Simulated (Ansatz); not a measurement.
# WS2 (Tungstenite): the dielectric response by several routes

Aim: the electronic dielectric constant of WS2 (Tungstenite) by perturbation theory, a sum over states and the RPA step of G0W0.

Program: Ansatz 0.2.0. Level of theory: linear response on PBE, plane waves, PAW. Results are calculated unless marked as measured.

Most raw output is cut from this account.

The database entry behind the starting cell differs from later determinations by our own check (an axis about 1.4 % long against later determinations), so it need not match the best structure at ambient conditions.

### Step 1. Set-up

It takes space group P6_3/mmc (No. 194, hexagonal). The conventional cell has a = 3.180 Å, b = 3.180 Å, c = 12.500 Å, α = 90.00°, β = 90.00°, γ = 120.00°. Nearest to W lie 6 S at 2.41 Å. S has 3 W at 2.41 Å nearest. Farther neighbours and most contacts between anions are not listed.

The cell and positions come from the Crystallography Open Database and are kept as given unless a step says otherwise. Spin-orbit coupling is left out unless a step names it. The default PAW set here is soft_2. Its files were made with PBE.

### Step 2. Response to a homogeneous field

The response to a uniform field gives ε∞, a yardstick for the screening that GW builds on its mesh.

This step: dielectric response by perturbation theory, PBE, plane waves, PAW.

input.yaml

```yaml
crystal:
  lattice:
    - [3.18, 0.0, 0.0]
    - [-1.59, 2.753960784, 0.0]
    - [0.0, 0.0, 12.5]
  atoms:
    - { symbol: W, position: [0.3333333333, 0.6666666667, 0.25] }
    - { symbol: W, position: [0.6666666667, 0.3333333333, 0.75] }
    - { symbol: S, position: [0.3333333333, 0.6666666667, 0.625] }
    - { symbol: S, position: [0.6666666667, 0.3333333333, 0.125] }
    - { symbol: S, position: [0.3333333333, 0.6666666667, 0.875] }
    - { symbol: S, position: [0.6666666667, 0.3333333333, 0.375] }
kpoints:
  mp_grid: { grid: [9, 9, 2] }
hamiltonian:
  xc: pbe
scf:
  occupations: { method: fixed }
dielectric: {}
```

Command:

```bash
ansatz run input.yaml --threads 3 --pin off --max-ram 64512MiB --backend cuda --events-out ev --progress --plain --runs-dir out --devices 1 --max-vram 24GiB  # rebuilt from the run's record
```

The job ended after 28 s (1 × NVIDIA H100 80GB HBM3 (shared by 3 runs) with 3 threads of AMD EPYC 7R13 (Zen 3), shared host; peak memory 1.7 GiB).

This step gave:

```
stated error of ε∞ : 0.062
```

One over ε∞ averages 0.11, well under the quarter of exact exchange in PBE0, which by this rule of thumb may open the gap too far.

High-frequency dielectric tensor:

```
13.77  0.00  0.00
 0.00 13.77  0.00
 0.00  0.00  5.65
```

Born effective charge (e), principal values of the symmetric part by kind of site:

| atom | atoms with these values | low | middle | high | mean |
| --- | --- | --- | --- | --- | --- |
| W1 | 2 | -0.5353 | -0.5353 | -0.4179 | -0.4962 |
| S3 | 4 | 0.2089 | 0.2676 | 0.2676 | 0.2481 |

In full for S3:

```
0.2676 0.0000 0.0000
0.0000 0.2676 0.0000
0.0000 0.0000 0.2089
```

### Step 3. Independent-particle spectrum

The independent-particle spectrum shows where the oscillator strength lies, before excitons and local fields.

This step: independent-particle optics on PBE, plane waves, PAW.

Edit input.yaml of step 2 so:

```diff
@@ -13,3 +13,3 @@
 kpoints:
-  mp_grid: { grid: [9, 9, 2] }
+  mp_grid: { grid: [12, 12, 2] }
 hamiltonian:
@@ -18,2 +18,4 @@
   occupations: { method: fixed }
-dielectric: {}
+  n_extra_bands: 75
+output:
+  optics: { e_range: [0, 25], de: 0.1, sigma: 0.2 }
```

Wall time 43 s (1 × NVIDIA H100 80GB HBM3 (shared by 3 runs) with 3 threads); peak memory 2 GiB; 94 s of CPU time.

This step gave:

```
ε∞ without local fields (xx, yy, zz)                                   : 14.45, 14.45, 8.838
electrons in the f-sum (xx, yy, zz)                                    : 45.42, 45.42, 45.60
bands in the explicit sum (the static value is completed to all bands) : 101
```

The sum gives ε∞ = 14.45 and 8.84 without local fields.

The ε₂ has structure finer than the step of the table below, so its rows give means over 1 eV, whole bins alone (the curve runs from 0 to 25 eV). Peaks (eV: height): xx=yy 2.8: 22.0, 4.6: 15.8; zz 6.1: 19.9, 8.9: 12.3.

Independent particles, no local fields, Gaussian width 0.2 eV. ε₂ against photon energy; means over each step:

| photon energy (eV) | xx=yy | zz |
| --- | --- | --- |
| 1 | 0.00892 | 0 |
| 2 | 5.82 | 0.112 |
| 3 | 19.5 | 3.41 |
| 4 | 13.4 | 4.40 |
| 5 | 13.3 | 9.75 |
| 6 | 10.1 | 16.2 |
| 7 | 7.27 | 7.68 |
| 8 | 4.73 | 7.75 |
| 9 | 4.13 | 10.9 |
| 10 | 4.33 | 7.39 |
| 11 | 4.44 | 4.41 |
| 12 | 3.40 | 2.87 |
| 13 | 2.70 | 1.83 |
| 14 | 2.21 | 2.22 |
| 15 | 1.49 | 1.64 |
| 16 | 1.24 | 0.912 |
| 17 | 0.806 | 0.548 |
| 18 | 0.590 | 0.417 |
| 19 | 0.386 | 0.361 |
| 20 | 0.256 | 0.267 |
| 21 | 0.213 | 0.179 |
| 22 | 0.164 | 0.186 |
| 23 | 0.185 | 0.139 |
| 24 | 0.169 | 0.125 |

Independent particles, no local fields, Gaussian width 0.2 eV. The loss function by photon energy; read off at these points:

| photon energy (eV) | xx=yy | zz |
| --- | --- | --- |
| 1.50 | 3.8e-4 | 0 |
| 2.00 | 0.0119 | 4.6e-5 |
| 2.50 | 0.0177 | 0.00642 |
| 3.00 | 0.0377 | 0.0253 |
| 3.50 | 0.0549 | 0.0304 |
| 4.00 | 0.0747 | 0.0260 |
| 4.50 | 0.0584 | 0.0313 |
| 5.00 | 0.0755 | 0.0360 |
| 5.50 | 0.0945 | 0.0470 |
| 6.00 | 0.0949 | 0.0456 |
| 6.50 | 0.106 | 0.0753 |
| 7.00 | 0.122 | 0.143 |
| 7.50 | 0.147 | 0.148 |
| 8.00 | 0.199 | 0.110 |
| 8.50 | 0.204 | 0.0869 |
| 9.00 | 0.250 | 0.0812 |
| 9.50 | 0.224 | 0.108 |
| 10.00 | 0.216 | 0.0941 |
| 10.50 | 0.253 | 0.120 |
| 11.00 | 0.228 | 0.134 |
| 11.50 | 0.184 | 0.144 |
| 12.00 | 0.230 | 0.152 |
| 12.50 | 0.256 | 0.178 |
| 13.00 | 0.268 | 0.228 |
| 13.50 | 0.282 | 0.323 |
| 14.00 | 0.296 | 0.370 |
| 14.50 | 0.273 | 0.220 |
| 15.00 | 0.324 | 0.258 |
| 15.50 | 0.381 | 0.242 |
| 16.00 | 0.393 | 0.242 |
| 16.50 | 0.369 | 0.251 |
| 17.00 | 0.441 | 0.363 |
| 17.50 | 0.499 | 0.407 |
| 18.00 | 0.566 | 0.498 |
| 18.50 | 0.616 | 0.617 |
| 19.00 | 0.727 | 0.941 |
| 19.50 | 0.921 | 0.948 |
| 20.00 | 1.21 | 1.17 |
| 20.50 | 1.95 | 1.52 |
| 21.00 | 3.01 | 2.55 |
| 21.50 | 4.04 | 4.80 |
| 22.00 | 6.04 | 5.01 |
| 22.20 | 6.47 | 4.85 |
| 22.50 | 5.22 | 5.96 |
| 22.80 | 3.82 | 6.69 |
| 23.00 | 3.45 | 5.79 |
| 23.50 | 3.30 | 3.81 |
| 24.00 | 2.63 | 1.94 |
| 24.50 | 2.06 | 1.57 |
| 25.00 | 1.54 | 1.56 |

Independent particles, no local fields, Gaussian width 0.2 eV. The ε₁ by photon energy:

| photon energy (eV) | xx=yy | zz |
| --- | --- | --- |
| 0 | 14.4 | 8.82 |
| 1 | 15.8 | 9.11 |
| 2 | 21.9 | 10.3 |
| 3 | 11.0 | 11.9 |
| 4 | 5.24 | 11.5 |
| 5 | -0.147 | 13.3 |
| 6 | -0.645 | 7.38 |
| 7 | -2.80 | -0.434 |
| 8 | -1.82 | 3.36 |
| 9 | -0.762 | -1.22 |
| 10 | -0.999 | -4.65 |
| 11 | -0.254 | -3.69 |
| 12 | -1.97 | -3.25 |
| 13 | -1.67 | -2.15 |
| 14 | -1.57 | -1.05 |
| 15 | -1.54 | -1.90 |
| 16 | -1.27 | -1.74 |
| 17 | -1.08 | -1.12 |
| 18 | -0.830 | -0.812 |
| 19 | -0.611 | -0.508 |
| 20 | -0.381 | -0.392 |
| 21 | -0.157 | -0.195 |
| 22 | -0.0189 | -0.0167 |
| 23 | 0.138 | 0.0756 |
| 24 | 0.189 | 0.217 |
| 25 | 0.261 | 0.279 |

### Step 4. RPA screening from the G0W0 run

Now the one-shot GW correction: screening in the RPA, then the self-energy of the levels asked for.

This step: G0W0 on PBE, plane waves, PAW.

input.yaml, the sections that differ from step 3:

```yaml
kpoints:
  mp_grid: { grid: [6, 6, 2] }
scf:
  occupations: { method: fixed }
gw:
  n_empty_bands: 867
  ecut_chi: 230.0
  qp_bands: [v2, c2]
  qp_kpoints: band_edges
  screening: { model: contour_deformation }
# crystal, hamiltonian: as in step 3
# output: removed
```

Elapsed: 45 s, on 1 × NVIDIA H100 80GB HBM3 (shared by 3 runs) with 3 threads; peak memory 3.3 GiB; 82 s of CPU time.

This step gave:

```yaml
bands_summed: 893
rpa_eps_infinity_on_this_mesh_eigenvalues: 5.404, 13.93, 13.93
plane_waves_in_the_screening_matrix: 835
g0w0_gap_on_the_mesh: 1.467 eV
k_of_the_valence_top: 0, 0, 0
k_of_the_conduction_bottom: 0.1667, 0.1667, 0
starting_gap_on_the_mesh: 1.047 eV
least_direct_g0w0_gap_on_the_computed_points: 2.209 eV
```

The gap on the mesh goes from 1.05 eV to 1.47 eV, a correction of +0.42 eV. Between the two edge states, bare exchange in place of the xc potential would open the gap by 4.64 eV, and correlation takes back 4.22 eV.

Mean over the mesh in bins of 0.25 1/Å. The static inverse dielectric function, diagonal by length of q+G:

| length of q+G (Å⁻¹) | static inverse dielectric function, diagonal |
| --- | --- |
| 0.25 | 0.197 |
| 0.44 | 0.134 |
| 0.75 | 0.199 |
| 1.04 | 0.279 |
| 1.27 | 0.351 |
| 1.50 | 0.416 |
| 1.75 | 0.487 |
| 2.01 | 0.552 |
| 2.26 | 0.612 |
| 2.50 | 0.663 |
| 2.75 | 0.708 |
| 3.01 | 0.749 |
| 3.26 | 0.782 |
| 3.49 | 0.809 |
| 3.74 | 0.835 |
| 4.25 | 0.880 |
| 4.50 | 0.899 |
| 4.75 | 0.915 |
| 5.00 | 0.928 |
| 5.25 | 0.940 |
| 5.50 | 0.949 |
| 5.75 | 0.957 |
| 6.01 | 0.964 |
| 6.26 | 0.970 |
| 6.50 | 0.975 |
| 6.75 | 0.979 |
| 7.00 | 0.982 |
| 7.25 | 0.986 |
| 7.50 | 0.988 |
| 7.70 | 0.990 |

### Step 5. The values together

Times are wall times on 1 × NVIDIA H100 80GB HBM3 (shared by 3 runs) with 3 threads of AMD EPYC 7R13 (Zen 3), shared host, good to a factor of about two.

| method | mesh | ε∞, low | middle | high | mean | time |
| --- | --- | --- | --- | --- | --- | --- |
| perturbation theory (local fields and xc kernel) | 9×9×2 (response on 200 points) | 5.65 | 13.77 | 13.77 | 11.06 | 28 s |
| sum over states (no local fields) | 12×12×2 | 8.84 | 14.45 | 14.45 | 12.58 | 43 s |
| RPA with local fields, on the GW mesh | 6×6×2 | 5.40 | 13.93 | 13.93 | 11.09 | 45 s |

### Step 6. Results

* perturbation theory (local fields and xc kernel): 5.65, 13.77, 13.77
* sum over states (no local fields): 8.84, 14.45, 14.45
* RPA with local fields, on the GW mesh: 5.40, 13.93, 13.93

What this shows: Mean Born effective charge: W1 -0.4962, S3 0.2481 e. The most distinct maxima of the ε₂ (xx=yy) lie at 2.8 and 4.6 eV, the highest at 2.8 eV. The loss function (xx=yy) has its highest peak at 22.2 eV. The sum without local fields gives 12.58 in the mean against 11.06 by perturbation theory; local fields lower ε∞ and the xc kernel gives part of it back, though the sum also carries the error of its own mesh. The RPA values on the 6×6×2 mesh average 1.00 times those of perturbation theory (means 11.09 and 11.06, which can hide unlike anisotropies). Without the xc kernel RPA should lie a little lower; here the means agree. PBE usually puts the gap too low, which tends to raise ε∞. Ions are clamped, so the lattice part of the static constant is not in these numbers.

[Paths, hosts, dates, memory and timing lines, banners, echoed tables and standing remarks are left out of the program output.]

[Logs are printed without paths, hosts, clocks, repeated set-up lines and the standing remarks that a program may print on its own settings, such as how far it seeks lower states.]

[Runs of the session that timed out or met a known fault of the program may be left out.]

[Cells called generated may have been cut or substituted from an entry of the Crystallography Open Database or the Materials Project.]

[Hosts, paths, dates, database ids (printed as entryN), source tags and the programs' standing remarks are cut or masked in the printed files.]
